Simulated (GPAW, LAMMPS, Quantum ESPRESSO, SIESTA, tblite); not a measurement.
# Quantum ESPRESSO on glassy 57SiO2-27Al2O3-16BaO (mol %) (149 atoms): settings compared

How far do other settings of Quantum ESPRESSO move the forces in glassy 57SiO2-27Al2O3-16BaO (mol %) (149 atoms)? One run of the same program serves as the yardstick.

Method: the method is named at each step, in Quantum ESPRESSO 7.5.

### 1. The starting structure

The cell holds 149 atoms: 25 Si, 24 Al, 7 Ba and 93 O. Its edges and angles: a = 12.007 Å, b = 12.007 Å, c = 12.007 Å, α = 90.0°, β = 90.0°, γ = 90.0°. 149 atoms (25 Si, 24 Al, 7 Ba, 93 O) placed at random at 3.64 g/cm³, melted at 4000 K for 10 ps at fixed volume with the Morse and Coulomb pair potential with partial charges (Pedone, Malavasi, Menziani, Cormack and Segre, J. Phys. Chem. B 110, 11780 (2006)). Quenched from 4000 K to 300 K at 25 K/ps and fixed volume, held 5 ps.

The yardstick, on the same geometry:

```
method                                           : Kohn-Sham DFT, PBE, SSSP efficiency 1.3.0 pseudopotentials, plane waves (Quantum ESPRESSO 7.5); sssp-pbe-1.3.0-efficiency, cutoffs 60/480 Ry, Γ point
r.m.s. force component                           : 1.388 eV/Å
longest force                                    : 5.938 eV/Å
pressure                                         : 13.65 GPa
gap (highest filled to lowest empty level) : 3.976 eV
time                                             : 13 min on 4 MPI ranks of Arm Neoverse V1, shared host
CPU time                                         : 54 min
```

### 2. PBE, dojo-0.4.1-standard, 80/320 Ry

Method: Kohn-Sham DFT, PBE, PseudoDojo 0.4.1 standard norm-conserving pseudopotentials, plane waves.

pw.in reads:

```
&control
  calculation = 'scf'
  pseudo_dir = './pseudo'
  outdir = './tmp'
  disk_io = 'none'
  tprnfor = .true.
  tstress = .true.
/
&system
  ibrav = 0
  nat = 149
  ntyp = 4
  ecutwfc = 80
  ecutrho = 320
  nosym = .true.
  occupations = 'smearing'
  smearing = 'fd'
  degauss = 0.003675
/
&electrons
  conv_thr = 7.5e-07
  electron_maxstep = 100
  mixing_beta = 0.4
  mixing_mode = 'plain'
  diagonalization = 'david'
/
ATOMIC_SPECIES
Si 28.085 Si.upf
Al 26.982 Al.upf
Ba 137.327 Ba.upf
O 15.999 O.upf
CELL_PARAMETERS angstrom
12.00720 0.00000 0.00000
0.00000 12.00720 0.00000
0.00000 0.00000 12.00720
ATOMIC_POSITIONS crystal
Si 0.22952 0.93910 0.69436
Si 0.51728 0.31890 0.87840
Si 0.44596 0.65413 0.41711
Si 0.17174 0.59737 0.55848
Si 0.30757 0.53346 0.89927
Si 0.72268 0.90097 0.36537
Si 0.12292 0.92095 0.02314
Si 0.71341 0.44013 0.40678
Si 0.93092 0.31895 0.06400
Si 0.75069 0.18748 0.38828
Si 0.74295 0.36733 0.90791
Si 0.51497 0.96892 0.54359
Si 0.45901 0.40859 0.36969
Si 0.23970 0.14502 0.99435
Si 0.09564 0.39369 0.89455
Si 0.09456 0.13477 0.51508
Si 0.58014 0.26447 0.21024
Si 0.96859 0.63438 0.89528
Si 0.79877 0.09092 0.62815
Si 0.27606 0.23408 0.35039
Si 0.92130 0.10779 0.21249
Si 0.33182 0.42846 0.65214
Si 0.74797 0.91470 0.78685
Si 0.88086 0.88943 0.07832
Si 0.98406 0.55707 0.13656
Al 0.91495 0.74296 0.31773
Al 0.73550 0.68887 0.00810
Al 0.98309 0.82623 0.73377
Al 0.46584 0.97512 0.95007
Al 0.53897 0.76144 0.85897
Al 0.17908 0.74462 0.80243
Al 0.78398 0.56467 0.76112
Al 0.56185 0.89199 0.17028
Al 0.21484 0.20944 0.73198
Al 0.44291 0.10541 0.73554
Al 0.43995 0.45185 0.09569
Al 0.95516 0.92387 0.50123
Al 0.70811 0.48203 0.13070
Al 0.31586 0.77190 0.96937
Al 0.40169 0.08222 0.17065
Al 0.67171 0.65511 0.26758
Al 0.49009 0.67036 0.08752
Al 0.36472 0.89981 0.33466
Al 0.16347 0.82839 0.46192
Al 0.52656 0.53995 0.71916
Al 0.09504 0.92906 0.27697
Al 0.20592 0.37128 0.15283
Al 0.40688 0.76442 0.66132
Al 0.94447 0.65619 0.55536
Ba 0.21961 0.66356 0.23755
Ba 0.68166 0.10473 0.00355
Ba 0.69180 0.73118 0.55727
Ba 0.61213 0.29532 0.62803
Ba 0.98768 0.11016 0.82754
Ba 0.99378 0.41236 0.37238
Ba 0.93286 0.37438 0.63157
[... 89 atom lines left out ...]
O 0.31678 0.46745 0.14991
O 0.89690 0.44530 0.11694
O 0.77979 0.31584 0.39633
O 0.36050 0.72923 0.08808
K_POINTS gamma
```

On the command line:

```
$ OMP_NUM_THREADS=1 pw.x -in pw.in > output.txt
```

Output:

```text
Program PWSCF
     gamma-point specific algorithms are used
     sticks:   dense  smooth     PW     G-vecs:    dense   smooth      PW
     Sum       13117   13117   3289              1129653  1129653  141097
     bravais-lattice index     =            0
     lattice parameter (alat)  =      22.6903  a.u.
     unit-cell volume          =   11682.1246 (a.u.)^3
     number of atoms/cell      =          149
     number of atomic types    =            4
     number of electrons       =       800.00
     number of Kohn-Sham states=          480
     kinetic-energy cutoff     =      80.0000  Ry
     charge density cutoff     =     320.0000  Ry
     scf convergence threshold =      7.5E-07
     mixing beta               =       0.4000
     number of iterations used =            8  plain     mixing
     Exchange-correlation= PBE
                           (   1   4   3   4   0   0   0)
     crystal axes: (cart. coord. in units of alat)
               a(1) = (   1.000000   0.000000   0.000000 )
               a(2) = (   0.000000   1.000000   0.000000 )
               a(3) = (   0.000000   0.000000   1.000000 )
     reciprocal axes: (cart. coord. in units 2 pi/alat)
               b(1) = (  1.000000  0.000000  0.000000 )
               b(2) = (  0.000000  1.000000  0.000000 )
               b(3) = (  0.000000  0.000000  1.000000 )
     PseudoPot. # 1 for Si:
     Pseudo is Norm-conserving + core correction, Zval =  4.0
     PseudoPot. # 2 for Al:
     Pseudo is Norm-conserving + core correction, Zval =  3.0
     PseudoPot. # 3 for Ba:
     Pseudo is Norm-conserving + core correction, Zval = 10.0
     PseudoPot. # 4 for O :
     Pseudo is Norm-conserving + core correction, Zval =  6.0
     atomic species   valence    mass     pseudopotential
     Si                4.00    28.08500     Si( 1.00)
     Al                3.00    26.98200     Al( 1.00)
     Ba               10.00   137.32700     Ba( 1.00)
     O                 6.00    15.99900     O ( 1.00)
     No symmetry found
   Cartesian axes
     number of k points=     1  Fermi-Dirac smearing, width (Ry)=  0.0037
                       cart. coord. in units 2pi/alat
        k(    1) = (   0.0000000   0.0000000   0.0000000), wk =   2.0000000
     Dense  grid:   564827 G-vectors     FFT dimensions: ( 135, 135, 135)
     Initial potential from superposition of free atoms
     starting charge     799.8097, renormalised to     800.0000
     Starting wfcs are  603 randomized atomic wfcs
     Self-consistent Calculation
     iteration #  1     ecut=    80.00 Ry     beta= 0.40
     total energy              =   -3798.68926439 Ry
     estimated scf accuracy    <      39.56709737 Ry
     iteration #  2     ecut=    80.00 Ry     beta= 0.40
     total energy              =   -3806.77746514 Ry
     estimated scf accuracy    <       1.32938893 Ry
     iteration #  3     ecut=    80.00 Ry     beta= 0.40
     total energy              =   -3806.83953130 Ry
     estimated scf accuracy    <       0.44348419 Ry
     iteration #  4     ecut=    80.00 Ry     beta= 0.40
     total energy              =   -3806.87503288 Ry
     estimated scf accuracy    <       0.04490130 Ry
     iteration #  5     ecut=    80.00 Ry     beta= 0.40
     total energy              =   -3806.87844139 Ry
     estimated scf accuracy    <       0.00357313 Ry
     iteration #  6     ecut=    80.00 Ry     beta= 0.40
     total energy              =   -3806.87930499 Ry
     estimated scf accuracy    <       0.00032563 Ry
     iteration #  7     ecut=    80.00 Ry     beta= 0.40
     total energy              =   -3806.87937221 Ry
     estimated scf accuracy    <       0.00005619 Ry
     iteration #  8     ecut=    80.00 Ry     beta= 0.40
     total energy              =   -3806.87938262 Ry
     estimated scf accuracy    <       0.00000761 Ry
     iteration #  9     ecut=    80.00 Ry     beta= 0.40
     total energy              =   -3806.87938477 Ry
     estimated scf accuracy    <       0.00000141 Ry
     iteration # 10     ecut=    80.00 Ry     beta= 0.40
     End of self-consistent calculation
          k = 0.0000 0.0000 0.0000 ( 70549 PWs)   bands (ev):
   -20.4853 -19.8979 -19.7706 -19.7000 -19.5602 -19.0101 -18.8182 -15.1431
   -15.0046 -14.4625 -14.4197 -14.4088 -14.1892 -14.0695 -14.0061 -13.9615
   -13.8045 -13.7341 -13.6070 -13.5100 -13.4156 -13.3958 -13.3192 -13.2122
   -13.1462 -13.1227 -13.0264 -13.0008 -12.9743 -12.9290 -12.8352 -12.8178
   -12.7844 -12.7614 -12.6546 -12.6539 -12.6028 -12.5733 -12.5616 -12.5261
   -12.4673 -12.4641 -12.3831 -12.3364 -12.2697 -12.1819 -12.1694 -12.1155
   -12.0758 -12.0707 -12.0425 -11.9919 -11.9519 -11.9121 -11.8973 -11.8469
   -11.8327 -11.7940 -11.7667 -11.7409 -11.7083 -11.7000 -11.6748 -11.6411
   -11.6100 -11.5821 -11.5362 -11.5001 -11.4880 -11.4643 -11.4366 -11.3725
   -11.3674 -11.3132 -11.3131 -11.2967 -11.2818 -11.1953 -11.1811 -11.1469
   -11.1166 -11.0922 -11.0829 -10.9960 -10.9735 -10.9503 -10.9214 -10.7850
   -10.7711 -10.7581 -10.7188 -10.6412 -10.5298 -10.4156 -10.3714 -10.3396
[...]
13.2214  13.2291  13.2921  13.3010  13.3639  13.3889  13.4092  13.4814
    13.5460  13.5651  13.6434  13.6998  13.7478  13.7750  13.8029  13.8435
    13.8976  13.9108  13.9473  14.0220  14.0641  14.0686  14.1018  14.1293
    14.1692  14.2056  14.3033  14.3288  14.3458  14.4175  14.4479  14.4828
    14.4981  14.5401  14.5978  14.6078  14.6251  14.6663  14.6830  14.7419
     the Fermi energy is     8.4493 ev
!    total energy              =   -3806.87938503 Ry
     estimated scf accuracy    <       0.00000012 Ry
     smearing contrib. (-TS)   =       0.00000000 Ry
     internal energy E=F+TS    =   -3806.87938503 Ry
     The total energy is F=E-TS. E is the sum of the following terms:
     one-electron contribution =   -1236.04699687 Ry
     hartree contribution      =    1119.94292399 Ry
     xc contribution           =   -1022.82654646 Ry
     ewald contribution        =   -2667.94876568 Ry
     convergence has been achieved in  10 iterations
     Forces acting on atoms (cartesian axes, Ry/au):
     atom    1 type  1   force =    -0.03532141   -0.08987400   -0.04661925
     atom    2 type  1   force =    -0.13044952    0.11177492    0.03639822
     atom    3 type  1   force =     0.14028579   -0.05000437    0.04154828
     atom    4 type  1   force =     0.06529795    0.14677303    0.06645592
     atom    5 type  1   force =    -0.05921166   -0.02220093   -0.06176870
     atom    6 type  1   force =    -0.10309084    0.01541999   -0.01363955
     atom    7 type  1   force =    -0.13670395    0.00426218    0.06602567
     atom    8 type  1   force =    -0.11683543   -0.10250785   -0.03918158
     atom    9 type  1   force =    -0.06942794    0.10987434   -0.04792592
     atom   10 type  1   force =    -0.07812915    0.01668185   -0.12870823
     atom   11 type  1   force =     0.04888466    0.02947620    0.01782403
     atom   12 type  1   force =    -0.01082212    0.00676636   -0.15418471
[...]
atom  145 type  4   force =    -0.02216067   -0.00539428   -0.01475423
     atom  146 type  4   force =    -0.11661073   -0.00117899    0.06423222
     atom  147 type  4   force =    -0.01292088   -0.00350541    0.01817436
     atom  148 type  4   force =     0.06898929    0.11444157    0.00341487
     atom  149 type  4   force =    -0.00017573   -0.02749463    0.14444761
     Total force =     1.113792     Total SCF correction =     0.000495
     Computing stress (Cartesian axis) and pressure
          total   stress  (Ry/bohr**3)                   (kbar)     P=      124.56
   0.00092657   0.00004447   0.00002452          136.30        6.54        3.61
   0.00004447   0.00066310  -0.00019301            6.54       97.55      -28.39
   0.00002452  -0.00019301   0.00095045            3.61      -28.39      139.82
     Message from routine punch:
     Nothing written, as per user request (disk_io='none')
```

Wall time 34 min (1 thread of Arm Neoverse V1, shared host); peak memory 5.6 GiB.

Banners, paths, timers and routine set-up lines are dropped from the logs unmarked, and long logs keep their key lines alone; longer cuts are marked.

Numbers from this run, and their distance from the reference:

```yaml
r_m_s_force_component: 1.354 eV/Å
r_m_s_difference_of_force_components: 49.93 meV/Å
longest_difference_of_force_vectors: 234.2 meV/Å
force_difference_over_r_m_s_force: 3.598 %
slope_of_forces_against_the_reference_s: 0.9758
correlation_of_force_components: 0.9996
spacing_of_highest_filled_and_lowest_empty_level: 3.987 eV
gap_difference: 0.0115 eV
pressure: 12.46 GPa
pressure_difference: -1.196 GPa
```

Length of the force difference by element (eV/Å):

| element | atoms | mean | most |
| --- | --- | --- | --- |
| Al | 24 | 0.044 | 0.10 |
| Ba | 7 | 0.011 | 0.021 |
| O | 93 | 0.092 | 0.23 |
| Si | 25 | 0.065 | 0.11 |

Levels nearest the highest filled one (eV from it): -0.65, -0.63, -0.61, -0.58, -0.54, -0.51, -0.46, -0.40, -0.30, -0.27, -0.23, 0.00, 3.99, 4.22, 4.61, 4.94, 5.06, 5.12, 5.26, 5.38, 5.41, 5.49, 5.61, 5.62.

Local excerpt of 10 atoms (numbers count through the whole input) about Ba53, one of the 7 Ba atoms; x, y, z are measured from there.

| atom | x | y | z | distance (Å) | bonds | Fx | Fy | Fz (eV/Å) |
| --- | --- | --- | --- | --- | --- | --- | --- | --- |
| Ba53 | 0.00 | 0.00 | 0.00 | 0.00 | 9 | 0.01 | -0.09 | -0.23 |
| O63 | -1.83 | 1.97 | -0.11 | 2.69 | 3 | -0.31 | -0.55 | -0.98 |
| O88 | 2.34 | -1.16 | 0.89 | 2.76 | 4 | 0.53 | 1.69 | 0.68 |
| O140 | -0.41 | 1.31 | -2.40 | 2.76 | 3 | 1.16 | -0.22 | 0.86 |
| O103 | -1.14 | -2.52 | -0.23 | 2.78 | 3 | -0.17 | 2.03 | 0.32 |
| O64 | -1.88 | -0.72 | 2.05 | 2.87 | 3 | -0.54 | -0.39 | -1.57 |
| O73 | -0.80 | 1.64 | 2.24 | 2.89 | 3 | 0.00 | 0.86 | -1.02 |
| O121 | 1.64 | -1.92 | -1.46 | 2.92 | 3 | -0.73 | -0.96 | 1.57 |
| O61 | 1.73 | 2.20 | -1.32 | 3.09 | 4 | 1.85 | 1.43 | 3.80 |
| Si2 | -1.14 | 0.28 | 3.01 | 3.23 | 4 | -3.35 | 2.87 | 0.94 |

Forces lie 3.6 % from the reference's, at 0.64 times its CPU time (on 1 against 4 cores).

### 3. Outcome

```yaml
force_difference_from_the_reference: QE PBE, dojo-0.4.1-standard, 80/320 Ry, 3.6 %
its_cpu_time: 34 min
```

What this shows: PBE on plane waves or a grid with other potentials, cutoffs or grids differs from the reference by 3.6 % (QE PBE, dojo-0.4.1-standard, 80/320 Ry) of the r.m.s. force; this holds the reference's own error, so differences of a few per cent don't tell which side is nearer the exact PBE result. PBE gaps agree with the reference's 3.98 eV within 0.012 eV. The reference's pressure holds the uncorrected Pulay stress of its 60 Ry basis, so small pressure differences, and their order, may be the reference's own error. The quench rate of 25 K/ps is many orders above laboratory rates, so the cell is likely richer in defects and strain than a real sample. The network of bonds at the start is that of the classical potential that made the cell, and needn't be the one that DFT or experiment would give. The reference's stress is far from hydrostatic: its diagonal is 14.8, 11.0, 15.2 GPa, compression counted positive. The electronic-structure runs sample only Γ, in a cell whose shortest periodic width is 12 Å. Spin–orbit coupling is left out, which matters for the levels of the heavy elements.

[Also dropped from logs without a mark: logging warnings of Python, and SIESTA's first energy breakdown and zero terms.]

[Logs are printed without paths, hosts, clocks, repeated set-up lines and the standing remarks that a program may print on its own settings, such as how far it seeks lower states.]

[Hosts, paths, dates, database ids (printed as entryN), source tags and the programs' standing remarks are cut or masked in the printed files.]
